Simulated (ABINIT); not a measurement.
# Beyond one shot: KRb2ScF6 (Fm-3m)

Aim: iterate the self-energy on KRb2ScF6 (Fm-3m) and follow the gap from cycle to cycle.

Program: ABINIT 10.8.3. Level of theory: LDA and many-body steps on it, plane waves. Results are calculated unless marked as measured.

### Step 1. The structure

It takes space group Fm-3m (No. 225, cubic). The conventional cell has a = 9.019 Å, b = 9.019 Å, c = 9.019 Å, α = 90.00°, β = 90.00°, γ = 90.00°. Nearest to K lie 6 F at 2.53 Å. Nearest to Rb lie 12 F at 3.20 Å. Sc has 6 F at 1.98 Å nearest. F has 1 Sc at 1.98 Å and 1 K at 2.53 Å and 4 Rb at 3.20 Å nearest. Farther neighbours and most contacts between anions are not listed.

The cell and positions come from the Crystallography Open Database and are kept as given unless a step says otherwise.

### Step 2. Empty states on the mesh, 2×2×2 mesh, 289 bands

This step: ABINIT 10.8.3; DFT, LDA, plane waves, norm-conserving pseudopotentials.

The sums over transitions need many empty states on a uniform mesh; this step solves for them.

run.abi

```
acell 3*1.0 Angstrom
rprim 
  0.000000000000 4.509500000000 4.509500000000
  4.509500000000 0.000000000000 4.509500000000
  4.509500000000 4.509500000000 0.000000000000
ntypat 4
znucl 19 37 21 9
natom 10
typat 1 2 2 3 4 4 4 4 4 4
xred 
  0.500000000000 0.500000000000 0.500000000000
  0.250000000000 0.250000000000 0.250000000000
  0.750000000000 0.750000000000 0.750000000000
  0.000000000000 -0.000000000000 0.000000000000
  0.780000000000 0.220000000000 0.220000000000
  0.220000000000 0.780000000000 0.220000000000
  0.220000000000 0.780000000000 0.780000000000
  0.780000000000 0.220000000000 0.780000000000
  0.220000000000 0.220000000000 0.780000000000
  0.780000000000 0.780000000000 0.220000000000
pp_dirpath "pseudos"
pseudos "K.upf, Rb.upf, Sc.upf, F.upf"
ecut 36
ngkpt 2 2 2
nshiftk 1
shiftk 0 0 0
kptopt 1
chksymbreak 0
iscf -2
irdden 1
istwfk *1
nband 289
nbdbuf 26
tolwfr 1e-09
nstep 60
prtvol 0
indata_prefix "in"
outdata_prefix "out"
tmpdata_prefix "tmp"
```

Command:

```sh
$ OMP_NUM_THREADS=2 mpirun -n 3 abinit run.abi > log
```

Numbers of over 12 decimals in the logs are rounded to 6 here.

The program printed:

```text
.Version 10.8.3 of ABINIT. v10.8.2 released Aug 2026.

 Symmetries : space group Fm -3 m (#225); Bravais cF (face-center cubic)
[... echo of the input left out ...]
== DATASET  1 ==================================================================
-   mpi_nproc: 3, omp_nthreads: 2 (-1 if OMP is not activated)

--- !DatasetInfo
iteration_state: {dtset: 1, }
dimensions: {natom: 10, nkpt: 3, mband: 289, nsppol: 1, nspinor: 1, nspden: 1, mpw: 12776, }
cutoff_energies: {ecut:  36.0, pawecutdg:  -1.0, }
[...]
2.32170    2.33234    2.33234    2.33812    2.34781    2.34781    2.34781    2.37472
   2.37472    2.37472    2.41581    2.41583    2.44577    2.44594    2.44774    2.46582
   2.47866
 prteigrs : prtvol=0 or 1, do not print more k-points.

== END DATASET(S) ==============================================================
================================================================================

 -outvars: echo values of variables after computation  --------
            nband         289
             nkpt           3
          spgroup         225
 [... the other variables as echoed above ...]

 Calculation completed.
```

Wall time 5.9 min (3 MPI ranks of Intel Xeon Platinum 8259CL at 2.50GHz (Skylake/Cascade Lake), shared host); peak memory 0.56 GiB; 27 min of CPU time.

Numbers from this step:

```
gap                                                           : 6.248 eV
k of the valence top                                          : 0, 0, 0
k of the conduction bottom                                    : 0, 0, 0
least direct gap                                              : 6.248 eV
k points computed                                             : 3
lowest point of the top converged band, above the valence top : 63.5854 eV
```

On this mesh the gap is 6.248 eV.

The density comes from a self-consistent run that is not shown.

### Step 3. Screening, 2×2×2 mesh, 263 bands, screening to 130.6 eV

The RPA dielectric matrix is built and inverted for each q.

This step: RPA screening on LDA, plane waves, norm-conserving pseudopotentials.

Edit run.abi of step 2 so:

```diff
@@ -28,10 +28,11 @@
 chksymbreak 0
-iscf -2
-irdden 1
 istwfk *1
-nband 289
-nbdbuf 26
-tolwfr 1e-09
-nstep 60
-prtvol 0
+occopt 1
+irdwfk 1
+optdriver 3
+nband 263
+ecuteps 4.8
+inclvkb 2
+awtr 1
+symchi 1
 indata_prefix "in"
```

Command:

```sh
$ OMP_NUM_THREADS=1 mpirun -n 8 abinit run.abi > log
```

The program printed:

```text
.Version 10.8.3 of ABINIT. v10.8.2 released Aug 2026.

 Symmetries : space group Fm -3 m (#225); Bravais cF (face-center cubic)
[... echo of the input left out ...]
== DATASET  1 ==================================================================
-   mpi_nproc: 8, omp_nthreads: 1 (-1 if OMP is not activated)

--- !DatasetInfo
iteration_state: {dtset: 1, }
dimensions: {natom: 10, nkpt: 3, mband: 263, nsppol: 1, nspinor: 1, nspden: 1, mpw: 12776, }
cutoff_energies: {ecut:  36.0, pawecutdg:  -1.0, }
electrons: {nelect:   8.00000000E+01, charge:   0.00000000E+00, occopt:   1.00000000E+00, tsmear:   1.00000000E-02, }

 SCREENING: Calculation of the susceptibility and dielectric matrices

 Based on a program developped by R.W. Godby, V. Olevano, G. Onida, and L. Reining.
 Incorporated in ABINIT by V. Olevano, G.-M. Rignanese, and M. Torrent.
.Using double precision arithmetic ; gwpc =  8

[... cell and pseudopotentials left out ...]
--------------------------------------------------------------------------------

 ==== K-mesh for the wavefunctions ====
 Number of points in the irreducible wedge :     3
[... list of points left out ...]
 Together with 48 symmetry operations and time-reversal symmetry
 yields     8 points in the full Brillouin Zone.

 ==== Q-mesh for the screening function ====
 Number of points in the irreducible wedge :     3
[... list of points left out ...]
 Together with 48 symmetry operations and time-reversal symmetry
 yields     8 points in the full Brillouin Zone.

 setmesh: FFT mesh size selected  =    45x   45x   45
          total number of points  =        91125

 vcoul_init : cutoff-mode = AUXILIARY_FUNCTION
 q-points for optical limit:   1
     1)      0.000010    0.000020    0.000030

- screening: taking advantage of time-reversal symmetry
- Maximum band index for partially occupied states nbvw = 40
- Remaining bands to be divided among processors   nbcw = 223
- Number of bands treated by each node ~27

 Number of electrons calculated from density =   80.0000; Expected =   80.0000
 average of density, n =  0.064637
 r_s =    1.5458
 omega_plasma =   24.5242 [eV]

 calculating chi0 at frequencies [eV] :
  1    0.000000E+00    0.000000E+00
  2    0.000000E+00    2.452419E+01

--------------------------------------------------------------------------------
  q-point number  1        q = ( 0.000000, 0.000000, 0.000000) [r.l.u.]
--------------------------------------------------------------------------------
[... chi0 elements left out ...]
 For q-point:  0.000010 0.000020 0.000030
  dielectric constant =   2.0829
  dielectric constant without local fields =   2.3162

  Average fulfillment of the sum rule on Im[epsilon] for q-point    1 :     58.25  [%]
[... wings left out ...]
  q-point number  2        q = ( 0.500000, 0.000000, 0.000000) [r.l.u.]
--------------------------------------------------------------------------------
[... chi0 elements left out ...]
  Average fulfillment of the sum rule on Im[epsilon] for q-point    2 :     62.15  [%]

 [... 1 further q-points ...]
```

Elapsed: 2.3 min, on 8 MPI ranks; peak memory 4.8 GiB; 19 min of CPU time.

This step gave:

```yaml
eps_infinity_with_local_fields_on_this_mesh_along_the_program_s_q_direction: 2.083
the_same_without_local_fields: 2.316
plasma_frequency: 24.52 eV
plane_waves_in_the_screening_matrix: 609
```

Local fields lower ε∞ by 10 %. On a Γ-centred mesh this coarse the value itself is usually too large, while a short band sum pulls it down.

### Step 4. G0W0

The self-energy is evaluated for the states that the input lists, and the levels follow from it, in one-shot runs by the linearised quasiparticle equation.

This step: G0W0 on LDA, plane waves, norm-conserving pseudopotentials.

Edit run.abi of step 3 so:

```diff
@@ -31,8 +31,15 @@
 irdwfk 1
-optdriver 3
+optdriver 4
 nband 263
+gwcalctyp 0
+ecutsigx 36
+symsigma 1
+nkptgw 1
+kptgw 
+  0.0000000000 0.0000000000 0.0000000000
+bdgw 
+  38 44
 ecuteps 4.8
-inclvkb 2
-awtr 1
-symchi 1
+irdscr 1
+ppmodel 1
 indata_prefix "in"
```

The program printed:

```text
.Version 10.8.3 of ABINIT. v10.8.2 released Aug 2026.

 Symmetries : space group Fm -3 m (#225); Bravais cF (face-center cubic)
[... echo of the input left out ...]
== DATASET  1 ==================================================================
-   mpi_nproc: 8, omp_nthreads: 1 (-1 if OMP is not activated)

--- !DatasetInfo
iteration_state: {dtset: 1, }
dimensions: {natom: 10, nkpt: 3, mband: 263, nsppol: 1, nspinor: 1, nspden: 1, mpw: 12776, }
cutoff_energies: {ecut:  36.0, pawecutdg:  -1.0, }
electrons: {nelect:   8.00000000E+01, charge:   0.00000000E+00, occopt:   1.00000000E+00, tsmear:   1.00000000E-02, }

 SIGMA: Calculation of the GW corrections

 Based on a program developped by R.W. Godby, V. Olevano, G. Onida, and L. Reining.
 Incorporated in ABINIT by V. Olevano, G.-M. Rignanese, and M. Torrent.
.Using double precision arithmetic ; gwpc =  8

[... cell and pseudopotentials left out ...]
--------------------------------------------------------------------------------

 ==== K-mesh for the wavefunctions ====
 Number of points in the irreducible wedge :     3
[... list of points left out ...]
 Together with 48 symmetry operations and time-reversal symmetry
 yields     8 points in the full Brillouin Zone.

 ==== Q-mesh for screening function ====
 Number of points in the irreducible wedge :     3
[... list of points left out ...]
 Together with 48 symmetry operations and time-reversal symmetry
 yields     8 points in the full Brillouin Zone.

 vcoul_init : cutoff-mode = AUXILIARY_FUNCTION
 q-points for optical limit:   1
     1)      0.000010    0.000020    0.000030
 setmesh: FFT mesh size selected  =    72x   72x   72
          total number of points  =       373248

 Number of electrons calculated from density =   80.0000; Expected =   80.0000
 average of density, n =  0.064637
 r_s =    1.5458
 omega_plasma =   24.5242 [eV]

 === KS Band Gaps ===
  >>>> For spin  1
   Minimum direct gap =   6.2485 [eV], located at k-point      :   0.0000  0.0000  0.0000
   Fundamental gap    =   6.2485 [eV], Top of valence bands at :   0.0000  0.0000  0.0000
                                       Bottom of conduction at :   0.0000  0.0000  0.0000
 SIGMA fundamental parameters:
 PLASMON POLE MODEL  1
 number of plane-waves for SigmaX                12675
 number of plane-waves for SigmaC and W            609
 number of plane-waves for wavefunctions         12675
 number of bands                                   263
 number of independent spin polarizations            1
 number of spinorial components                      1
 number of k-points in IBZ                           3
 number of q-points in IBZ                           3
 number of symmetry operations                      48
 number of k-points in BZ                            8
 number of q-points in BZ                            8
 number of frequencies for dSigma/dE                 9
 frequency step for dSigma/dE [eV]                0.25
 number of omega for Sigma on real axis              0
 max omega for Sigma on real axis  [eV]           0.00
 zcut for avoiding poles [eV]                     0.10

 EPSILON^-1 parameters (SCR file):
 dimension of the eps^-1 matrix on file            609
 dimension of the eps^-1 matrix used               609
 number of plane-waves for wavefunctions         12675
 number of bands                                   263
 number of q-points in IBZ                           3
 number of frequencies                               2
 number of real frequencies                          1
 number of imag frequencies                          1

 matrix elements of self-energy operator (all in [eV])

 Perturbative Calculation

--- !SelfEnergy_ee
iteration_state: {dtset: 1, }
kpoint     : [   0.000,    0.000,    0.000, ]
spin       : 1
KS_gap     :    6.248
QP_gap     :    9.817
Delta_QP_KS:    3.569
data: !SigmaeeData |
     Band     E0 <VxcDFT>   SigX SigC(E0)      Z dSigC/dE  Sig(E)    E-E0       E
       38  -1.466 -22.167 -29.504   5.135   0.803  -0.245 -23.934  -1.768  -3.234
       39  -1.466 -22.167 -29.504   5.135   0.803  -0.245 -23.934  -1.768  -3.234
       40  -1.466 -22.167 -29.504   5.135   0.803  -0.245 -23.934  -1.768  -3.234
       41   4.782  -8.792  -4.068  -2.713   0.896  -0.116  -6.991   1.801   6.583
       42   6.042 -17.944  -9.843  -3.888   0.838  -0.194 -14.415   3.529   9.571
       43   6.042 -17.944  -9.843  -3.888   0.838  -0.194 -14.415   3.529   9.571
       44   6.042 -17.944  -9.843  -3.888   0.838  -0.194 -14.415   3.529   9.571

== END DATASET(S) ==============================================================
================================================================================

 -outvars: echo values of variables after computation  --------
           etotal      0.0000000000E+00
            nband         263
             nkpt           3
          spgroup         225
 [... the other variables as echoed above ...]

 Calculation completed.
```

Wall time 31 s (8 MPI ranks); peak memory 3.4 GiB.

Numbers from this step:

- G0W0 gap on the points computed: 9.817 eV
- starting gap on the mesh: 6.248 eV
- k of the valence top: 0, 0, 0
- k of the conduction bottom: 0, 0, 0
- Z at the valence top: 0.803
- Z at the conduction bottom: 0.896
- least direct G0W0 gap on the computed points: 9.817 eV

The gap on the mesh goes from 6.25 eV to 9.82 eV, a correction of +3.57 eV.

### Step 5. evGW0, cycle 1

This step: evGW0 on LDA, plane waves, norm-conserving pseudopotentials.

Edit run.abi of step 4 so:

```diff
@@ -33,10 +33,14 @@
 nband 263
-gwcalctyp 0
+gwcalctyp 10
 ecutsigx 36
 symsigma 1
-nkptgw 1
+nkptgw 3
 kptgw 
   0.0000000000 0.0000000000 0.0000000000
+  0.5000000000 0.0000000000 0.0000000000
+  0.5000000000 0.5000000000 0.0000000000
 bdgw 
-  38 44
+  14 54
+  14 54
+  14 54
 ecuteps 4.8
```

The program printed:

```text
.Version 10.8.3 of ABINIT. v10.8.2 released Aug 2026.

 Symmetries : space group Fm -3 m (#225); Bravais cF (face-center cubic)
[... echo of the input left out ...]
== DATASET  1 ==================================================================
-   mpi_nproc: 8, omp_nthreads: 1 (-1 if OMP is not activated)

--- !DatasetInfo
iteration_state: {dtset: 1, }
dimensions: {natom: 10, nkpt: 3, mband: 263, nsppol: 1, nspinor: 1, nspden: 1, mpw: 12776, }
cutoff_energies: {ecut:  36.0, pawecutdg:  -1.0, }
electrons: {nelect:   8.00000000E+01, charge:   0.00000000E+00, occopt:   1.00000000E+00, tsmear:   1.00000000E-02, }

 SIGMA: Calculation of the GW corrections

 Based on a program developped by R.W. Godby, V. Olevano, G. Onida, and L. Reining.
 Incorporated in ABINIT by V. Olevano, G.-M. Rignanese, and M. Torrent.
.Using double precision arithmetic ; gwpc =  8

[... cell and pseudopotentials left out ...]
--------------------------------------------------------------------------------

 ==== K-mesh for the wavefunctions ====
 Number of points in the irreducible wedge :     3
[... list of points left out ...]
 Together with 48 symmetry operations and time-reversal symmetry
 yields     8 points in the full Brillouin Zone.

 ==== Q-mesh for screening function ====
 Number of points in the irreducible wedge :     3
[... list of points left out ...]
 Together with 48 symmetry operations and time-reversal symmetry
 yields     8 points in the full Brillouin Zone.

 vcoul_init : cutoff-mode = AUXILIARY_FUNCTION
 q-points for optical limit:   1
     1)      0.000010    0.000020    0.000030
 setmesh: FFT mesh size selected  =    72x   72x   72
          total number of points  =       373248

 Number of electrons calculated from density =   80.0000; Expected =   80.0000
[...]
--- !SelfEnergy_ee
iteration_state: {dtset: 1, }
kpoint     : [   0.500,    0.000,    0.000, ]
spin       : 1
KS_gap     :    7.716
QP_gap     :   13.090
Delta_QP_KS:    5.374
data: !SigmaeeData |
     Band     E_DFT   <VxcDFT>   E(N-1)  <Hhartree>   SigX  SigC[E(N-1)]    Z     dSigC/dE  Sig[E(N)]  DeltaE  E(N)_pert E(N)_diago
[...]
--- !SelfEnergy_ee
iteration_state: {dtset: 1, }
kpoint     : [   0.500,    0.500,    0.000, ]
spin       : 1
KS_gap     :    7.558
QP_gap     :   12.886
Delta_QP_KS:    5.328
data: !SigmaeeData |
     Band     E_DFT   <VxcDFT>   E(N-1)  <Hhartree>   SigX  SigC[E(N-1)]    Z     dSigC/dE  Sig[E(N)]  DeltaE  E(N)_pert E(N)_diago
[...]
53     9.454    -9.937     9.454    19.390    -4.789    -2.779     0.886    -0.129    -7.838     2.098    11.552    13.169
       54     9.454    -9.937     9.454    19.390    -4.789    -2.779     0.886    -0.129    -7.838     2.098    11.552    13.524

 New Fermi energy :        5.741197E-02 Ha ,    1.562259E+00 eV

 === QP Band Gaps ===
  >>>> For spin  1
   Minimum direct gap =  10.4597 [eV], located at k-point      :   0.0000  0.0000  0.0000
   Fundamental gap    =  10.4597 [eV], Top of valence bands at :   0.0000  0.0000  0.0000
                                       Bottom of conduction at :   0.0000  0.0000  0.0000

 writing QP data on file : out_QPS

 Convergence of QP corrections
 >>>>> For spin  1 <<<<<
.  kptgw no:  1; Maximum DeltaE = (  -1.760  -0.000) for band index: 37
.  kptgw no:  2; Maximum DeltaE = (  -1.862   0.000) for band index: 28
.  kptgw no:  3; Maximum DeltaE = (  -1.774   0.000) for band index: 36

== END DATASET(S) ==============================================================
================================================================================

 -outvars: echo values of variables after computation  --------
           etotal      0.0000000000E+00
            nband         263
             nkpt           3
          spgroup         225
 [... the other variables as echoed above ...]

 Calculation completed.
```

Wall time 7.4 min (8 MPI ranks); peak memory 11 GiB.

Numbers from this step:

- quasiparticle gap on the points computed: 10.46 eV
- gap of the density functional on the mesh: 6.248 eV
- k of the valence top: 0, 0, 0
- k of the conduction bottom: 0, 0, 0
- Z at the valence top: 0.803
- Z at the conduction bottom: 0.896
- least direct quasiparticle gap on the computed points: 10.46 eV

Against G0W0 in ABINIT (2×2×2 mesh, 263 bands, screening to 130.6 eV, Godby-Needs plasmon pole), the gap moves by +0.643 eV. This first cycle still uses the starting levels; it takes the full correction, at all points of the mesh, and its linearised value is 9.817 eV.

### Step 6. evGW0, cycle 2

The corrected levels of the last cycle go back in.

Edit run.abi of step 5 so:

```diff
@@ -48,2 +48,3 @@
 ppmodel 1
+irdqps 1
 indata_prefix "in"
```

The program printed:

```text
.Version 10.8.3 of ABINIT. v10.8.2 released Aug 2026.

 Symmetries : space group Fm -3 m (#225); Bravais cF (face-center cubic)
[... echo of the input left out ...]
== DATASET  1 ==================================================================
-   mpi_nproc: 8, omp_nthreads: 1 (-1 if OMP is not activated)

--- !DatasetInfo
iteration_state: {dtset: 1, }
dimensions: {natom: 10, nkpt: 3, mband: 263, nsppol: 1, nspinor: 1, nspden: 1, mpw: 12776, }
cutoff_energies: {ecut:  36.0, pawecutdg:  -1.0, }
[...]
Convergence of QP corrections
 >>>>> For spin  1 <<<<<
.  kptgw no:  1; Maximum DeltaE = (   0.053   0.000) for band index: 40
.  kptgw no:  2; Maximum DeltaE = (   0.055  -0.000) for band index: 40
.  kptgw no:  3; Maximum DeltaE = (   0.053   0.000) for band index: 40

== END DATASET(S) ==============================================================
================================================================================

 -outvars: echo values of variables after computation  --------
           etotal      0.0000000000E+00
            nband         263
             nkpt           3
          spgroup         225
 [... the other variables as echoed above ...]

 Calculation completed.
```

The job ended after 7.4 min (8 MPI ranks; peak memory 11 GiB; 59 min of CPU time).

This step gave:

```
quasiparticle gap on the points computed              : 10.33 eV
gap of the density functional on the mesh             : 6.248 eV
k of the valence top                                  : 0, 0, 0
k of the conduction bottom                            : 0, 0, 0
least direct quasiparticle gap on the computed points : 10.33 eV
```

Against the cycle before, the gap moves by −0.134 eV.

(Part 1 of 2 ends here.)

[Paths, hosts, dates, memory and timing lines, banners, echoed tables and standing remarks are left out of the program output.]

[Logs are printed without paths, hosts, clocks, repeated set-up lines and the standing remarks that a program may print on its own settings, such as how far it seeks lower states.]

[Runs of the session that timed out or met a known fault of the program may be left out.]

[Hosts, paths, dates, database ids (printed as entryN), source tags and the programs' standing remarks are cut or masked in the printed files.]

[G0W0 gaps are taken among the corrected bands and points alone; a level outside them can change the order at an edge.]

[Where Ansatz stands beside ABINIT at settings called matched, ABINIT's density can come from a denser mesh and the files from another edition; pairs whose starting gaps differed by over 0.03 eV were left out, so agreement reads better than it is.]
